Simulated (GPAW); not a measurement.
## MgO (Fm-3m): dielectric function and energy loss

Aim: ε(ω) and the loss function of MgO (Fm-3m), with and without local fields, at several momentum transfers.

Method: PBE and many-body steps on it, plane waves, in GPAW 26.7.0.

**The experiments to reproduce.**

- ε∞ 2.95 ± 0.1: high-frequency dielectric constant; infrared reflectance, oscillator fit; 295 K; bulk crystal (wedged single crystal slab) (“Infrared Optical Properties of Ferropericlase (Mg1-xFexO): Experiment and Theory”, 2007, arxiv:0704.2267).

This is a report of a sequence of runs, with the program logs left out and the cost of each run kept.

## Step 1: The structure

Symmetry: Fm-3m, No. 225, cubic system. The conventional cell has a = 4.194 Å, b = 4.194 Å, c = 4.194 Å, α = 90.00°, β = 90.00°, γ = 90.00°. Nearest to Mg lie 6 O at 2.10 Å. Nearest to O lie 6 Mg at 2.10 Å. Farther neighbours, and contacts between anions beyond the nearest, are not listed.

Structure file:

```cif
data_structure
_symmetry_space_group_name_H-M 'Fm-3m'
_symmetry_Int_Tables_number 225
_cell_length_a 4.1940
_cell_length_b 4.1940
_cell_length_c 4.1940
_cell_angle_alpha 90.000
_cell_angle_beta 90.000
_cell_angle_gamma 90.000
_cell_volume 73.77
loop_
_atom_site_label
_atom_site_type_symbol
_atom_site_symmetry_multiplicity
_atom_site_Wyckoff_symbol
_atom_site_fract_x
_atom_site_fract_y
_atom_site_fract_z
_atom_site_occupancy
Mg1 Mg 4 a 0.00000 0.00000 0.00000 1
O1 O 4 b 0.50000 0.00000 0.00000 1
```

The cell and positions are those that the Materials Project relaxed with its own functionals (PBE, PBE+U or r2SCAN), kept fixed.

## Step 2: Empty states on the mesh, 12×12×12 mesh, 26 bands

This step: GPAW 26.7.0; DFT, PBE, plane waves, PAW.

The sums over transitions need many empty states on a uniform mesh; this step solves for them.

File run.py:

```python
import json
import numpy as np
from gpaw.mpi import world
from gpaw import GPAW

calc = GPAW('gs.gpw').fixed_density(kpts={'size': (12, 12, 12), 'gamma': True},
    nbands=32,
    convergence={'bands': 26},
    txt='nscf.txt')
calc.write('full.gpw', mode='all')
res = {}
kpts = calc.get_ibz_k_points()
res['kpts'] = kpts
res['eigenvalues'] = [calc.get_eigenvalues(kpt=k) for k in range(len(kpts))]
res['n_electrons'] = calc.get_number_of_electrons()

if world.rank == 0:
    with open('result.json', 'w') as f:
        json.dump(res, f, default=lambda x: x.tolist())
```

The run is started by

```bash
$ mpirun -n 4 gpaw python run.py
```

Wall time 11 s (4 MPI ranks of Arm Neoverse V1, shared host); peak memory 0.65 GiB.

Numbers from this step:

| Item | Value |
| --- | --- |
| gap | 4.886 eV |
| k of the valence top | 0, 0, 0 |
| k of the conduction bottom | 0, 0, 0 |
| least direct gap | 4.886 eV |
| k points computed | 72 |
| lowest point of the top converged band, above the valence top | 48.18 eV |

On this mesh the gap is 4.886 eV.

## Step 3: RPA response

The response function is computed on a frequency grid, with local fields up to the given cutoff.

This step: linear response, RPA, on PBE, plane waves, PAW.

File run.py:

```python
import json
import numpy as np
from gpaw.mpi import world
from gpaw.response.df import DielectricFunction

df = DielectricFunction('full.gpw',
    ecut=50,
    nbands=26,
    eta=0.2,
    frequencies={'type': 'nonlinear', 'domega0': 0.05, 'omega2': 10.0},
    intraband=False,
    txt='df.txt')
res = {'optical': {}, 'eels': []}
for d in 'x':
    y0, y = df.get_dielectric_function(direction=d, xc='RPA', filename=None)
    res['optical'][d] = [y0.real, y0.imag, y.real, y.imag]
res['w'] = df.get_frequencies()
for q_c in [[0.0833333333, 0, 0], [0.25, 0, 0], [0.5, 0, 0], [0.75, 0, 0], [1.25, 0, 0]]:
    res['eels'].append(df.get_eels_spectrum(q_c=q_c, xc='RPA', filename=None))

if world.rank == 0:
    with open('result.json', 'w') as f:
        json.dump(res, f, default=lambda x: x.tolist())
```

The run is started by

```bash
$ mpirun -n 4 gpaw python run.py
```

Run time: 15 s. Hardware: 4 MPI ranks; peak memory 0.86 GiB.

This step gave:

```
ε at zero frequency           : 3.021
the same without local fields : 3.166
```

The static value is 3.02.

The ε₂ has structure finer than the step of the table below, so its rows give means over 1 eV. Peaks (eV: height): xx, no local fields 9.2: 3.42, 11.4: 4.74, 15.6: 3.42; xx, local fields 9.2: 3.38, 11.4: 3.93, 15.6: 2.56.

RPA, broadening 0.2 eV. ε₂ against photon energy; means over each step:

| photon energy (eV) | xx, no local fields | xx, local fields |
| --- | --- | --- |
| 1 | 0.00821 | 0.00791 |
| 2 | 0.0181 | 0.0176 |
| 3 | 0.0333 | 0.0325 |
| 4 | 0.0706 | 0.0705 |
| 5 | 0.361 | 0.373 |
| 6 | 0.875 | 0.914 |
| 7 | 1.18 | 1.23 |
| 8 | 1.81 | 1.86 |
| 9 | 2.99 | 2.97 |
| 10 | 2.95 | 2.78 |
| 11 | 4.32 | 3.63 |
| 12 | 3.53 | 2.94 |
| 13 | 2.73 | 2.21 |
| 14 | 2.25 | 1.73 |
| 15 | 2.88 | 2.13 |
| 16 | 2.94 | 2.36 |
| 17 | 2.46 | 2.21 |
| 18 | 2.18 | 2.16 |
| 19 | 1.28 | 1.63 |
| 20 | 0.765 | 0.899 |
| 21 | 0.778 | 0.872 |
| 22 | 0.593 | 0.760 |
| 23 | 0.448 | 0.547 |
| 24 | 0.344 | 0.414 |
| 25 | 0.287 | 0.334 |
| 26 | 0.250 | 0.280 |
| 27 | 0.206 | 0.224 |
| 28 | 0.222 | 0.228 |
| 29 | 0.230 | 0.211 |
| 30 | 0.317 | 0.228 |
| 31 | 0.392 | 0.326 |
| 32 | 0.302 | 0.343 |
| 33 | 0.246 | 0.266 |
| 34 | 0.262 | 0.255 |
| 35 | 0.253 | 0.220 |
| 36 | 0.263 | 0.216 |
| 37 | 0.283 | 0.237 |
| 38 | 0.244 | 0.282 |
| 39 | 0.192 | 0.272 |

The loss function, xx has structure finer than the step of the table below, so its rows give means over 2 eV. Peaks (eV: height): 20.4: 1.28, 24.0: 1.89, 32.0: 0.591.

Optical limit, local fields. The loss function, xx by energy loss; means over each step:

energy loss (eV), loss function, xx and a bar:
```
        2       0.00 
        4       0.01 
        6       0.05 #
        8       0.09 ##
       10       0.18 ###
       12       0.31 #####
       14       0.39 #######
       16       0.37 ######
       18       0.47 ########
       20       1.01 #################
       22       1.34 #######################
       24       1.76 ##############################
       26       1.08 ##################
       28       0.54 #########
       30       0.37 ######
       32       0.52 #########
       34       0.42 #######
       36       0.32 #####
       38       0.37 ######
```

The -Im 1/eps(q) has structure finer than the step of the table below, so its rows give means over 2 eV. Peaks (eV: height): q = 0.216 1/A 23.8: 1.88, 32.2: 0.570; q = 0.649 1/A 23.2: 1.49; q = 1.297 1/A 15.8: 0.437, 24.4: 0.947, 37.6: 0.664; q = 1.946 1/A 26.2: 0.508, 35.8: 0.515; q = 3.244 1/A 34.0: 0.269.

RPA, local fields; q along the first reciprocal vector. The -Im 1/eps(q) by energy loss; means over each step:

| energy loss (eV) | q = 0.216 1/A | q = 0.649 1/A | q = 1.297 1/A | q = 1.946 1/A | q = 3.244 1/A |
| --- | --- | --- | --- | --- | --- |
| 2 | 0.00175 | 0.00130 | 7.2e-4 | 4.5e-4 | 1.9e-4 |
| 4 | 0.00562 | 0.00318 | 0.00159 | 0.00104 | 4.4e-4 |
| 6 | 0.0486 | 0.0147 | 0.00313 | 0.00345 | 0.00126 |
| 8 | 0.0901 | 0.0680 | 0.00830 | 0.0129 | 0.00665 |
| 10 | 0.171 | 0.142 | 0.0490 | 0.0266 | 0.0211 |
| 12 | 0.295 | 0.218 | 0.128 | 0.0534 | 0.0542 |
| 14 | 0.388 | 0.356 | 0.191 | 0.136 | 0.0529 |
| 16 | 0.383 | 0.437 | 0.381 | 0.196 | 0.0483 |
| 18 | 0.451 | 0.395 | 0.300 | 0.187 | 0.0424 |
| 20 | 0.958 | 0.743 | 0.462 | 0.206 | 0.0575 |
| 22 | 1.30 | 1.11 | 0.599 | 0.297 | 0.0648 |
| 24 | 1.72 | 1.42 | 0.855 | 0.374 | 0.0831 |
| 26 | 1.08 | 0.986 | 0.696 | 0.466 | 0.112 |
| 28 | 0.556 | 0.605 | 0.492 | 0.329 | 0.121 |
| 30 | 0.387 | 0.418 | 0.412 | 0.298 | 0.108 |
| 32 | 0.525 | 0.493 | 0.559 | 0.428 | 0.139 |
| 34 | 0.440 | 0.513 | 0.579 | 0.458 | 0.248 |
| 36 | 0.344 | 0.451 | 0.617 | 0.482 | 0.198 |
| 38 | 0.383 | 0.466 | 0.625 | 0.515 | 0.184 |

## Step 4: ALDA response

This step: linear response, ALDA, on PBE, plane waves, PAW.

run.py: that of step 3 with these lines changed.

```diff
@@ -14,7 +14,7 @@
 for d in 'x':
-    y0, y = df.get_dielectric_function(direction=d, xc='RPA', filename=None)
+    y0, y = df.get_dielectric_function(direction=d, xc='ALDA', filename=None)
     res['optical'][d] = [y0.real, y0.imag, y.real, y.imag]
 res['w'] = df.get_frequencies()
-for q_c in [[0.0833333333, 0, 0], [0.25, 0, 0], [0.5, 0, 0], [0.75, 0, 0], [1.25, 0, 0]]:
-    res['eels'].append(df.get_eels_spectrum(q_c=q_c, xc='RPA', filename=None))
+for q_c in [[0.5, 0, 0]]:
+    res['eels'].append(df.get_eels_spectrum(q_c=q_c, xc='ALDA', filename=None))
```

The run is started by

```bash
$ mpirun -n 4 gpaw python run.py
```

Run time: 6 s. Hardware: 4 MPI ranks; peak memory 0.86 GiB.

Read from the output:

- ε at zero frequency: 3.069
- the same without local fields: 3.166

The static value is 3.07.

The ε₂ has structure finer than the step of the table below, so its rows give means over 2 eV. Peaks (eV: height): xx, no local fields 9.2: 3.42, 11.4: 4.74, 15.6: 3.42; xx, local fields 9.2: 3.39, 11.4: 4.20, 15.6: 2.84.

ALDA, broadening 0.2 eV. Table of ε₂ by photon energy; means over each step:

| photon energy (eV) | xx, no local fields | xx, local fields |
| --- | --- | --- |
| 2 | 0.0187 | 0.0183 |
| 4 | 0.0948 | 0.0954 |
| 6 | 0.817 | 0.839 |
| 8 | 1.95 | 1.97 |
| 10 | 3.30 | 3.13 |
| 12 | 3.62 | 3.20 |
| 14 | 2.44 | 2.04 |
| 16 | 2.88 | 2.51 |
| 18 | 2.04 | 2.11 |
| 20 | 0.829 | 0.938 |
| 22 | 0.615 | 0.713 |
| 24 | 0.354 | 0.403 |
| 26 | 0.244 | 0.265 |
| 28 | 0.221 | 0.222 |
| 30 | 0.313 | 0.260 |
| 32 | 0.308 | 0.325 |
| 34 | 0.253 | 0.255 |
| 36 | 0.268 | 0.254 |
| 38 | 0.246 | 0.299 |

## Step 5: RPA response, fewer bands (12×12×12 mesh, 10 bands, screening to 50 eV, broadening 0.2 eV)

This step: linear response, RPA, on PBE, plane waves, PAW.

run.py: that of step 4 with these lines changed.

```diff
@@ -7,3 +7,3 @@
     ecut=50,
-    nbands=26,
+    nbands=10,
     eta=0.2,
@@ -14,7 +14,7 @@
 for d in 'x':
-    y0, y = df.get_dielectric_function(direction=d, xc='ALDA', filename=None)
+    y0, y = df.get_dielectric_function(direction=d, xc='RPA', filename=None)
     res['optical'][d] = [y0.real, y0.imag, y.real, y.imag]
 res['w'] = df.get_frequencies()
-for q_c in [[0.5, 0, 0]]:
-    res['eels'].append(df.get_eels_spectrum(q_c=q_c, xc='ALDA', filename=None))
+for q_c in []:
+    res['eels'].append(df.get_eels_spectrum(q_c=q_c, xc='RPA', filename=None))
```

The run is started by

```bash
$ mpirun -n 4 gpaw python run.py
```

Wall time 3.8 s (4 MPI ranks); peak memory 0.47 GiB.

Read from the output:

```yaml
eps_at_zero_frequency: 2.517
the_same_without_local_fields: 2.533
```

## Step 6: RPA response, scissors (12×12×12 mesh, 26 bands, screening to 50 eV, broadening 0.2 eV)

run.py: that of step 5 with these lines changed.

```diff
@@ -7,3 +7,3 @@
     ecut=50,
-    nbands=10,
+    nbands=26,
     eta=0.2,
@@ -11,2 +11,3 @@
     intraband=False,
+    eshift=1.5,
     txt='df.txt')
```

The run is started by

```bash
$ mpirun -n 4 gpaw python run.py
```

Elapsed: 4.5 s, on 4 MPI ranks; peak memory 0.85 GiB.

Read from the output:

```yaml
eps_at_zero_frequency: 2.790
the_same_without_local_fields: 2.916
```

The static value is 2.79.

## Step 7: RPA response, unknown integration mode (12×12×12 mesh, 26 bands, screening to 30 eV, broadening 0.2 eV)

run.py: that of step 6 with these lines changed.

```diff
@@ -6,3 +6,3 @@
 df = DielectricFunction('full.gpw',
-    ecut=50,
+    ecut=30,
     nbands=26,
@@ -11,3 +11,3 @@
     intraband=False,
-    eshift=1.5,
+    integrationmode='gaussian',
     txt='df.txt')
```

The run is started by

```bash
$ mpirun -n 4 gpaw python run.py
```

The job ended after 13 s (4 MPI ranks; peak memory 0.54 GiB).

The run stopped with an error after 13 s.

The program's words: ValueError: Integration mode "gaussian" not implemented.

The fault put into this input: unknown integration mode.

## Step 8: The runs together

Times are wall times on 4 MPI ranks of Arm Neoverse V1, shared host, good to a factor of about two.

| run | ε(0) | without local fields | loss peak (eV) | time |
| --- | --- | --- | --- | --- |
| RPA response | 3.02 | 3.17 | - | 15 s |
| ALDA response | 3.07 | 3.17 | - | 6 s |
| RPA response, fewer bands (12×12×12 mesh, 10 bands, screening to 50 eV, broadening 0.2 eV) | 2.52 | 2.53 | - | 3.8 s |
| RPA response, scissors (12×12×12 mesh, 26 bands, screening to 50 eV, broadening 0.2 eV) | 2.79 | 2.92 | - | 4.5 s |

## Step 9: What came out

```
RPA response                                                                               : ε(0) 3.02
ALDA response                                                                              : ε(0) 3.07
RPA response, fewer bands (12×12×12 mesh, 10 bands, screening to 50 eV, broadening 0.2 eV) : ε(0) 2.52
RPA response, scissors (12×12×12 mesh, 26 bands, screening to 50 eV, broadening 0.2 eV)    : ε(0) 2.79
```

What this shows: In the optical limit the electronic ε(0) is 3.02, against 3.17 without local fields. ALDA response: ε(0) = 3.07. RPA response, fewer bands (12×12×12 mesh, 10 bands, screening to 50 eV, broadening 0.2 eV): ε(0) = 2.52. RPA response, scissors (12×12×12 mesh, 26 bands, screening to 50 eV, broadening 0.2 eV): ε(0) = 2.79. Measured: 2.95 ± 0.1 (high-frequency dielectric constant, 2007). ε(0) converges slowly with a Γ-centred mesh, and this one is not shown settled. Unless a shift is named, the levels are those of the density functional, and only a kernel with a long-range part can bind an exciton.

[Long decimals in the printed logs are rounded to 6 places.]

[Logs are printed without paths, hosts, clocks, repeated set-up lines and the standing remarks that a program may print on its own settings, such as how far it seeks lower states.]

[Paths, hosts, dates, memory and timing lines, banners, echoed tables and standing remarks are left out of the program output; an Ansatz launch command may be rebuilt from the run's recorded settings. Measured values are a selection of at most five: reports struck by readers or far from the other reports are left out. None is set beside runs whose start may be inverted or whose files or cutoffs have a known fault.]

[Runs of the session that timed out or met a known fault of the program may be left out.]

[Hosts, paths, dates, database ids (printed as entryN), source tags and the programs' standing remarks are cut or masked in the printed files.]

[Where the starting crystal was built by hand or by swapping elements, it need not be the compound's stable phase.]
